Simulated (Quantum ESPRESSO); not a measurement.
# SrO (Fm-3m): phonons by linear response, part 2 of 3

Wanted: phonon bands, density of states and zone-centre response of SrO (Fm-3m).

Quantum ESPRESSO 7.5; DFT LDA, scalar-relativistic, plane waves, PseudoDojo norm-conserving pseudopotentials.

So far. Step 2 (A first look): A gap of 3.2 eV opens on this mesh, so the crystal is taken as an insulator; the start stands at -4.0 GPa. Step 4 (Self-consistent run for the response): The cell stands at -0.027 GPa, close enough for phonons. The relaxed cell has a = 5.061 Å (conventional setting).

The database entry behind the starting cell differs from later determinations by our own check (about 0.5 % short), so it need not match the best structure at ambient conditions.

## (5) Linear response on the mesh

Linear response treats each wavevector in the unit cell, with no supercell; the 4×4×4 mesh fixes the range of the force constants to be had.

Input file ph.in:

```
phonons
&INPUTPH
  prefix = 'x'
  outdir = './tmp'
  fildyn = 'x.dyn'
  tr2_ph = 1.0d-18
  epsil  = .true.
  ldisp  = .true.
  nq1    = 4
  nq2    = 4
  nq3    = 4
/
```

The run is started by

```sh
> OMP_NUM_THREADS=1 mpirun -n 4 ph.x -nk 4 -in ph.in > ph.out
```

Numbers of over 12 decimals in the logs are rounded to 6 here.

The log of the run:

```text
[banners, grids, parts of the stress and lines that vanish by symmetry left out]
[banner, memory and clock lines left out]
Program PHONON v.7.5

[...]
Exchange-correlation= PW
                           (   1   4   0   0   0   0   0)
[...]
(   8 q-points):
[...]
kinetic-energy cut-off    =      84.0000  Ry
     charge density cut-off    =     336.0000  Ry
     convergence threshold     =      1.0E-18
[...]
Exchange-correlation= PW
                           (   1   4   0   0   0   0   0)
[...]
q = (   0.0000000   0.0000000   0.0000000 )
     49 Sym.Ops. (with q -> -q+G )
     G cutoff =  778.4926  (  22659 G-vectors)     FFT grid: ( 40, 40, 40)
     number of k points=    29
[...]
Mode symmetry, O_h (m-3m)  point group:
[...]
Dielectric constant
[...]
End of electric fields calculation
          Dielectric constant in cartesian axis
          (       3.862290986      -0.000000000      -0.000000000 )
          (      -0.000000000       3.862290986       0.000000000 )
          (      -0.000000000       0.000000000       3.862290986 )
          Effective charges (d Force / dE) in cartesian axis without acoustic sum rule applied (asr)
           atom    1  Sr    Mean Z*:        2.47557
      Ex  (        2.47557        0.00000        0.00000 )
      Ey  (        0.00000        2.47557       -0.00000 )
      Ez  (        0.00000       -0.00000        2.47557 )
           atom    2  O     Mean Z*:       -2.47591
      Ex  (       -2.47591        0.00000        0.00000 )
      Ey  (        0.00000       -2.47591       -0.00000 )
      Ez  (        0.00000       -0.00000       -2.47591 )
          Effective charges Sum: Mean:       -0.00035
[...]
Effective charges (d Force / dE) in cartesian axis with asr applied:
           atom    1  Sr    Mean Z*:        2.47574
[...]
atom    2  O     Mean Z*:       -2.47574
[...]
Representation #   1 modes #   1   2   3
[...]
End of self-consistent calculation
     Convergence has been achieved
     Representation #   2 modes #   4   5   6
[...]
End of self-consistent calculation
     Convergence has been achieved
[...]
Dielectric constant in cartesian axis
          (       3.862290986      -0.000000000      -0.000000000 )
          (      -0.000000000       3.862290986       0.000000000 )
          (      -0.000000000       0.000000000       3.862290986 )
          Effective charges (d Force / dE) in cartesian axis without acoustic sum rule applied (asr)
           atom    1  Sr    Mean Z*:        2.47557
      Ex  (        2.47557        0.00000        0.00000 )
      Ey  (        0.00000        2.47557       -0.00000 )
      Ez  (        0.00000       -0.00000        2.47557 )
           atom    2  O     Mean Z*:       -2.47591
      Ex  (       -2.47591        0.00000        0.00000 )
      Ey  (        0.00000       -2.47591       -0.00000 )
      Ez  (        0.00000       -0.00000       -2.47591 )
          Effective charges Sum: Mean:       -0.00035
[...]
Effective charges (d Force / dE) in cartesian axis with asr applied:
           atom    1  Sr    Mean Z*:        2.47574
[...]
atom    2  O     Mean Z*:       -2.47574
[...]
Effective charges (d P / du) in cartesian axis
[...]
q = (    0.000000000   0.000000000   0.000000000 )
[...]
freq (    1) =      -0.037902 [THz] =      -1.264268 [cm-1]
     freq (    2) =      -0.037902 [THz] =      -1.264268 [cm-1]
     freq (    3) =      -0.037902 [THz] =      -1.264268 [cm-1]
     freq (    4) =       6.495184 [THz] =     216.656022 [cm-1]
     freq (    5) =       6.495184 [THz] =     216.656022 [cm-1]
     freq (    6) =       6.495184 [THz] =     216.656022 [cm-1]
[...]
Mode symmetry, O_h (m-3m)  point group:
     freq (   1-   3) =         -1.3  [cm-1]   --> T_1u G_15  G_4- I
     freq (   4-   6) =        216.7  [cm-1]   --> T_1u G_15  G_4- I
[...]
Mode symmetry, C_3v (3m)   point group:
[...]
Representation #   1 mode #   1
[...]
End of self-consistent calculation
     Convergence has been achieved
     Representation #   2 mode #   2
[...]
End of self-consistent calculation
     Convergence has been achieved
     Representation #   3 modes #   3   4
[...]
Convergence has been achieved
     Representation #   4 modes #   5   6
[...]
Convergence has been achieved
[...]
q = (   -0.250000000   0.250000000  -0.250000000 )
[...]
freq (    1) =       2.541193 [THz] =      84.765072 [cm-1]
     freq (    2) =       2.541193 [THz] =      84.765072 [cm-1]
     freq (    3) =       4.682467 [THz] =     156.190284 [cm-1]
     freq (    4) =       7.631552 [THz] =     254.561182 [cm-1]
     freq (    5) =       7.631552 [THz] =     254.561182 [cm-1]
     freq (    6) =      13.803841 [THz] =     460.446562 [cm-1]
[...]
Mode symmetry, C_3v (3m)   point group:
     freq (   1-   2) =         84.8  [cm-1]   --> E    L_3
     freq (   3-   3) =        156.2  [cm-1]   --> A_1  L_1
     freq (   4-   5) =        254.6  [cm-1]   --> E    L_3
     freq (   6-   6) =        460.4  [cm-1]   --> A_1  L_1
[...]
Mode symmetry, D_3d (-3m)  point group:
[...]
Representation #   1 mode #   1
[...]
Convergence has been achieved
     Representation #   2 modes #   2   3
[...]
Convergence has been achieved
     Representation #   3 mode #   4
[...]
Convergence has been achieved
     Representation #   4 modes #   5   6
[...]
Convergence has been achieved
[...]
q = (    0.500000000  -0.500000000   0.500000000 )
[...]
freq (    1) =       3.331905 [THz] =     111.140376 [cm-1]
     freq (    2) =       3.331905 [THz] =     111.140376 [cm-1]
[...]
Mode symmetry, D_3d (-3m)  point group:
     freq (   1-   2) =        111.1  [cm-1]   --> E_g  L_3
     freq (   3-   3) =        235.1  [cm-1]   --> A_1g L_1
     freq (   4-   5) =        286.9  [cm-1]   --> E_u  L_3'
     freq (   6-   6) =        438.5  [cm-1]   --> A_2u L_2'
[...]
Mode symmetry, C_4v (4mm)  point group:
[...]
Convergence has been achieved
[...]
Convergence has been achieved
[...]
Convergence has been achieved
[...]
Convergence has been achieved
[...]
q = (    0.000000000   0.500000000   0.000000000 )
[...]
Mode symmetry, C_4v (4mm)  point group:
     freq (   1-   2) =         91.6  [cm-1]   --> E    G_5 D_5
     freq (   3-   3) =        163.4  [cm-1]   --> A_1  G_1 D_1
     freq (   4-   5) =        238.4  [cm-1]   --> E    G_5 D_5
     freq (   6-   6) =        417.9  [cm-1]   --> A_1  G_1 D_1
[...]
Mode symmetry, C_s (m)     point group:
[...]
q = (    0.750000000  -0.250000000   0.750000000 )
[...]
Mode symmetry, C_s (m)     point group:
     freq (   1-   1) =        120.9  [cm-1]   --> A''
     freq (   2-   2) =        144.9  [cm-1]   --> A'
     freq (   3-   3) =        201.0  [cm-1]   --> A'
     freq (   4-   4) =        265.9  [cm-1]   --> A''
     freq (   5-   5) =        286.3  [cm-1]   --> A'
     freq (   6-   6) =        376.9  [cm-1]   --> A'
[...]
Mode symmetry, C_2v (mm2)  point group:
[...]
q = (    0.500000000   0.000000000   0.500000000 )
[...]
Mode symmetry, C_2v (mm2)  point group:
     freq (   1-   1) =        110.9  [cm-1]   --> B_1  D_3  S_3
     freq (   2-   2) =        140.6  [cm-1]   --> B_2  D_4  S_4
     freq (   3-   3) =        194.9  [cm-1]   --> A_1  D_1  S_1
     freq (   4-   4) =        268.5  [cm-1]   --> B_2  D_4  S_4
     freq (   5-   5) =        281.7  [cm-1]   --> B_1  D_3  S_3
     freq (   6-   6) =        415.1  [cm-1]   --> A_1  D_1  S_1
[...]
Mode symmetry, D_4h(4/mmm) point group:
[...]
Convergence has been achieved
[...]
Convergence has been achieved
[...]
Convergence has been achieved
[...]
Convergence has been achieved
[...]
q = (    0.000000000  -1.000000000   0.000000000 )
[...]
freq (    5) =       7.302547 [THz] =     243.586739 [cm-1]
     freq (    6) =       9.346790 [THz] =     311.775371 [cm-1]
[...]
Mode symmetry, D_4h(4/mmm) point group:
     freq (   1-   2) =        126.3  [cm-1]   --> E_u  X_5' M_5'
     freq (   3-   3) =        198.3  [cm-1]   --> A_2u X_4' M_4'
     freq (   4-   5) =        243.6  [cm-1]   --> E_u  X_5' M_5'
     freq (   6-   6) =        311.8  [cm-1]   --> A_2u X_4' M_4'
[...]
Mode symmetry, D_2d (-42m) point group:
[...]
Representation #   1 mode #   1
[...]
Convergence has been achieved
     Representation #   2 mode #   2
[...]
Convergence has been achieved
     Representation #   3 modes #   3   4
[...]
End of self-consistent calculation
     Convergence has been achieved
     Representation #   4 modes #   5   6
[...]
End of self-consistent calculation
     Convergence has been achieved
[...]
q = (   -0.500000000  -1.000000000   0.000000000 )
[...]
freq (    1) =       4.549607 [THz] =     151.758559 [cm-1]
     freq (    2) =       5.146053 [THz] =     171.653845 [cm-1]
     freq (    3) =       5.146053 [THz] =     171.653845 [cm-1]
     freq (    4) =       8.529336 [THz] =     284.508030 [cm-1]
     freq (    5) =       8.529336 [THz] =     284.508030 [cm-1]
     freq (    6) =       9.832462 [THz] =     327.975626 [cm-1]
[...]
Mode symmetry, D_2d (-42m) point group:
     freq (   1-   1) =        151.8  [cm-1]   --> A_1  X_1  W_1
     freq (   2-   3) =        171.7  [cm-1]   --> E    X_5  W_3
     freq (   4-   5) =        284.5  [cm-1]   --> E    X_5  W_3
     freq (   6-   6) =        328.0  [cm-1]   --> B_2  X_3  W_2
```

Wall time 23 min (4 MPI ranks of Intel Xeon Platinum 8488C (Sapphire Rapids), shared host).

Numbers from this step:

```yaml
miss_of_the_charge_sum_rule: 3.40e-4 e
largest_acoustic_frequency_at_the_zone_centre_before_the_sum_rule: -1.26 cm⁻¹
highest_optical_zone_centre_mode_no_lo_to_term: 216.7 cm⁻¹
lowest_optical_zone_centre_mode: 216.7 cm⁻¹
mean_high_frequency_dielectric_constant: 3.862
largest_born_charge_in_size_third_of_the_trace: 2.476 e
lowest_mode_on_the_q_mesh_acoustic_ones_at_the_zone_centre_apart: 84.77 cm⁻¹
```

Frequencies (cm⁻¹) at each irreducible wavevector; negative means imaginary. Frequencies by wavevector:

```
  q (fractions)  star  mode 1  mode 2  mode 3  mode 4  mode 5  mode 6
          0 0 0     1   -1.26   -1.26   -1.26   216.7   216.7   216.7
       0 0 0.25     8   84.77   84.77   156.2   254.6   254.6   460.4
       0 0 -0.5     4   111.1   111.1   235.1   286.9   286.9   438.5
    0 0.25 0.25     6   91.56   91.56   163.4   238.4   238.4   417.9
    0 0.25 -0.5    24   120.9   144.9   200.9   265.9   286.3   376.9
   0 0.25 -0.25    12   110.8   140.6   194.9   268.5   281.6   415.1
    0 -0.5 -0.5     3   126.3   126.3   198.3   243.6   243.6   311.8
0.25 -0.5 -0.25     6   151.8   171.7   171.7   284.5   284.5     328
```

Born charge (rows field, columns displacement), before the sum rule (e), principal values of the symmetric part by kind of site:

```
atom  atoms with these values    low  middle   high   mean
 Sr1                        1   2.48    2.48   2.48   2.48
  O2                        1  -2.48   -2.48  -2.48  -2.48
```

In full for O2:

```
-2.48  0.00  0.00
 0.00 -2.48  0.00
 0.00  0.00 -2.48
```

High-frequency dielectric tensor:

```
3.86 0.00 0.00
0.00 3.86 0.00
0.00 0.00 3.86
```

The acoustic modes at Γ come out as far as 1.3 cm⁻¹ from zero, where they should vanish, a small numerical error; the Born charges miss their sum rule by 3.4e-4 e, which is good.

## (6) Force constants in real space

The dynamical matrices of the mesh are Fourier-transformed to force constants in real space, after the long-range dipole part is taken out.

Input file q2r.in:

```
&INPUT
  fildyn = 'x.dyn'
  zasr   = 'simple'
  flfrc  = 'x.fc'
/
```

The run is started by

```sh
> q2r.x < q2r.in > q2r.out
```

The log of the run:

```text
[banners, grids, parts of the stress and lines that vanish by symmetry left out]
[banner, memory and clock lines left out]
Program Q2R v.7.5

  reading grid info from file x.dyn0

  reading force constants from file x.dyn1
 macroscopic fields = T
   3.86229  -0.00000  -0.00000
  -0.00000   3.86229   0.00000
[...]
na=            1
[...]
na=            2
[...]
0.00000  -2.47591  -0.00000
   0.00000  -0.00000  -2.47591
  alpha Ewald:    2.316942
  nqs=            1
 q=   0.00000000  0.00000000  0.00000000
  reading force constants from file x.dyn2
  alpha Ewald:    2.316942
  nqs=            8
 q=  -0.25000000  0.25000000 -0.25000000
[...]
reading force constants from file x.dyn7
  alpha Ewald:    2.316942
  nqs=            3
[...]
reading force constants from file x.dyn8
  alpha Ewald:    2.316942
  nqs=            6
[...]
q=  -1.00000000 -0.50000000  0.00000000
 q=   0.00000000 -0.50000000 -1.00000000

      q-space grid ok, #points =   64

      fft-check success (sum of imaginary terms < 10^-12)
```

Elapsed: 0.7 s, on 1 thread.

## (7) Interpolated phonon bands

From the force constants any wavevector is cheap; points of the mesh come back as solved, but for the sum rule and, in polar crystals, the LO-TO term at Γ; the rest is interpolation.

Input file matdyn.in:

```
&INPUT
  asr              = 'simple'
  flfrc            = 'x.fc'
  flfrq            = 'x.freq'
  flvec            = 'x.modes'
  q_in_band_form   = .true.
  q_in_cryst_coord = .true.
/
8
  0.0000000   0.0000000   0.0000000  12  ! GAMMA
 -0.0000000   0.5000000   0.5000000  12  ! X
  0.0000000   0.6250000   0.3750000   1  ! U
 -0.3750000   0.3750000  -0.0000000  12  ! K
  0.0000000   0.0000000   0.0000000  12  ! GAMMA
  0.0000000   0.5000000  -0.0000000  12  ! L
 -0.2500000   0.5000000   0.2500000  12  ! W
 -0.0000000   0.5000000   0.5000000   1  ! X
```

The run is started by

```sh
> matdyn.x -in matdyn.in > matdyn.out
```

The log of the run:

```text
[banner, memory and clock lines left out]
Program MATDYN v.7.5

 mass for atomic type   1 not given; uses mass from file x.fc
 mass for atomic type   2 not given; uses mass from file x.fc
```

It took 0.67 s on 1 thread.

Numbers from this step:

```yaml
lowest_frequency_on_the_path: 0 cm⁻¹
```

Matdyn.x, sum rule simple. The phonon branches at the labelled points (cm⁻¹):

```
    point  branch 1  branch 2  branch 3  branch 4  branch 5  branch 6
        Γ         0         0         0       217       217       474
  halfway        92        92       163       238       238       418
        X       126       126       198       244       244       312
  halfway       128       143       195       250       274       309
        U       127       173       184       265       300       334
jump to K       127       173       184       265       300       334
  halfway        96       110       171       255       268       441
        Γ         0         0         0       217       217       474
  halfway        85        85       156       255       255       460
        L       111       111       235       287       287       438
  halfway       123       144       212       281       286       395
        W       152       172       172       284       284       328
  halfway       140       143       191       259       290       305
        X       126       126       198       244       244       312
```

The phonon branches as a text plot (rows in cm⁻¹):

```
    465 |****                     ************
    445 |    **                 **            *****
    425 |      *               *                   **
    405 |                    **                      *
    385 |       *           *                         *
    366 |        *        **                           *
    346 |         *                                     **
    326 |          **    *                                ***
    306 |            *****                                   ****
    287 |               * *****                ************** *
    267 |              * *** ****            **             ** *
    247 |      **********       ***        **                 ***
    227 | *****                    **** ***     ******
    208 |*          **       *         *       *      *         *
    188 |        ***  ******* **              *        ***  ****
    168 |      **        ****   *            *         *****
    148 |     *         *    **  *          *         *  ******
    128 |    *     **********  *  *        *        *****     ***
    109 |       ***          ****  *      *   *******
     89 |   * **                **       *  **
     69 |  * *                    ***     **
     49 |   *                      **   **
     30 | **                         ** *
     10 |**                            *
         Γ           X  U|K            Γ         L        W     X
```

All branches are real along the path.

## (8) Density of states

Sums over the zone need many more wavevectors than were solved, so the interpolation is sampled on a dense mesh.

Input file matdyn.in:

```
&INPUT
  asr    = 'simple'
  flfrc  = 'x.fc'
  dos    = .true.
  fldos  = 'x.dos'
  nk1    = 15
  nk2    = 15
  nk3    = 15
  deltaE = 1.0
/
```

The run is started by

```sh
> matdyn.x -in matdyn.in > matdyn.out
```

The log of the run:

```text
[banner, memory and clock lines left out]
Program MATDYN v.7.5

 mass for atomic type   1 not given; uses mass from file x.fc
 mass for atomic type   2 not given; uses mass from file x.fc
```

The job ended after 4.3 s (1 thread).

Read from the output:

```
share of modes beyond 3i cm⁻¹ on the dense interpolated mesh : 0
zero-point energy per atom                                   : 42.27 meV
heat capacity at 300 K                                       : 22.31 J/(mol atoms K)
vibrational entropy at 300 K                                 : 26.81 J/(mol atoms K)
```

The phonon density of states has structure finer than the step of the table below, so its rows give means over 10 cm⁻¹, whole bins alone (the curve runs from 0 to 474 cm⁻¹). Peaks (cm⁻¹: height): total 126.0: 0.0439, 192.0: 0.0452, 285.0: 0.0710, 435.0: 0.0094; O 285.0: 0.0708, 435.0: 0.0089; Sr 126.0: 0.0428, 192.0: 0.0439.

Tetrahedra. Phonon density of states against wavenumber; means over each step; values in 1/cm⁻¹/cell:

```
wavenumber (cm⁻¹)    total        O       Sr
               10   2.4e-5   1.5e-6   2.0e-5
               20   9.1e-5   1.3e-5   7.8e-5
               30   4.4e-4   6.0e-5   3.8e-4
               40   8.5e-4   1.1e-4   7.4e-4
               50  0.00168   2.0e-4  0.00148
               60  0.00268   2.8e-4  0.00239
               70  0.00427   3.9e-4  0.00388
               80  0.00673   5.1e-4  0.00622
               90   0.0104   6.2e-4  0.00978
              100   0.0168   7.3e-4   0.0160
              110   0.0315   8.0e-4   0.0307
              120   0.0408   8.7e-4   0.0400
              130   0.0369   9.0e-4   0.0360
              140   0.0226   5.2e-4   0.0221
              150   0.0167   4.1e-4   0.0163
              160   0.0151   3.8e-4   0.0147
              170  0.00915   4.0e-4  0.00875
              180  0.00946   5.0e-4  0.00896
              190   0.0326   9.1e-4   0.0317
              200   0.0226   5.3e-4   0.0220
              210   0.0103   1.9e-4   0.0101
              220  0.00718  0.00100  0.00618
              230  0.00660  0.00398  0.00263
              240   0.0120   0.0110  0.00101
              250   0.0251   0.0236  0.00149
              260   0.0307   0.0296  0.00114
              270   0.0393   0.0386   7.4e-4
              280   0.0565   0.0562   3.5e-4
              290   0.0296   0.0295   6.6e-5
              300  0.00164  0.00164   4.5e-6
              310  0.00176  0.00174   2.7e-5
              320  0.00377  0.00372   5.4e-5
              330  0.00424  0.00418   5.6e-5
              340  0.00506  0.00500   6.5e-5
              350  0.00540  0.00533   7.5e-5
              360  0.00580  0.00571   8.7e-5
              370  0.00628  0.00617   1.1e-4
              380  0.00672  0.00658   1.4e-4
              390  0.00725  0.00707   1.7e-4
              400  0.00772  0.00750   2.2e-4
              410  0.00826  0.00798   2.8e-4
              420  0.00870  0.00834   3.6e-4
              430  0.00920  0.00875   4.5e-4
              440  0.00785  0.00730   5.4e-4
              450  0.00567  0.00511   5.6e-4
              460  0.00421  0.00370   5.1e-4
```

Harmonic thermodynamic functions per atom, summed over the density of states scaled to three modes an atom; melting is ignored. Thermodynamic functions:

```
T (K)  F_vib (meV/atom)  S (J/mol-atom/K)  C_V (J/mol-atom/K)
    0             42.27                 0                   0
   50             42.06             1.603               4.242
  100             39.89             7.055               12.02
  200             26.58             18.24               19.71
  300              3.02             26.81               22.31
  400            -28.31              33.4               23.39
  500            -65.75             38.68               23.93
  600            -108.2             43.07               24.23
  700            -154.8             46.82               24.41
  800            -205.1             50.09               24.54
  900            -258.5             52.98               24.62
 1000            -314.8             55.58               24.68
```

At 300 K the heat capacity has reached 89 % of the Dulong-Petit value.

[end of part 2 of 3]

[Host names and launcher messages were left out of these logs when they were recorded.]

[Logs are printed without paths, hosts, clocks, repeated set-up lines and the standing remarks that a program may print on its own settings, such as how far it seeks lower states.]

[Hosts, paths, dates, database ids (printed as entryN), source tags and the programs' standing remarks are cut or masked in the printed files.]
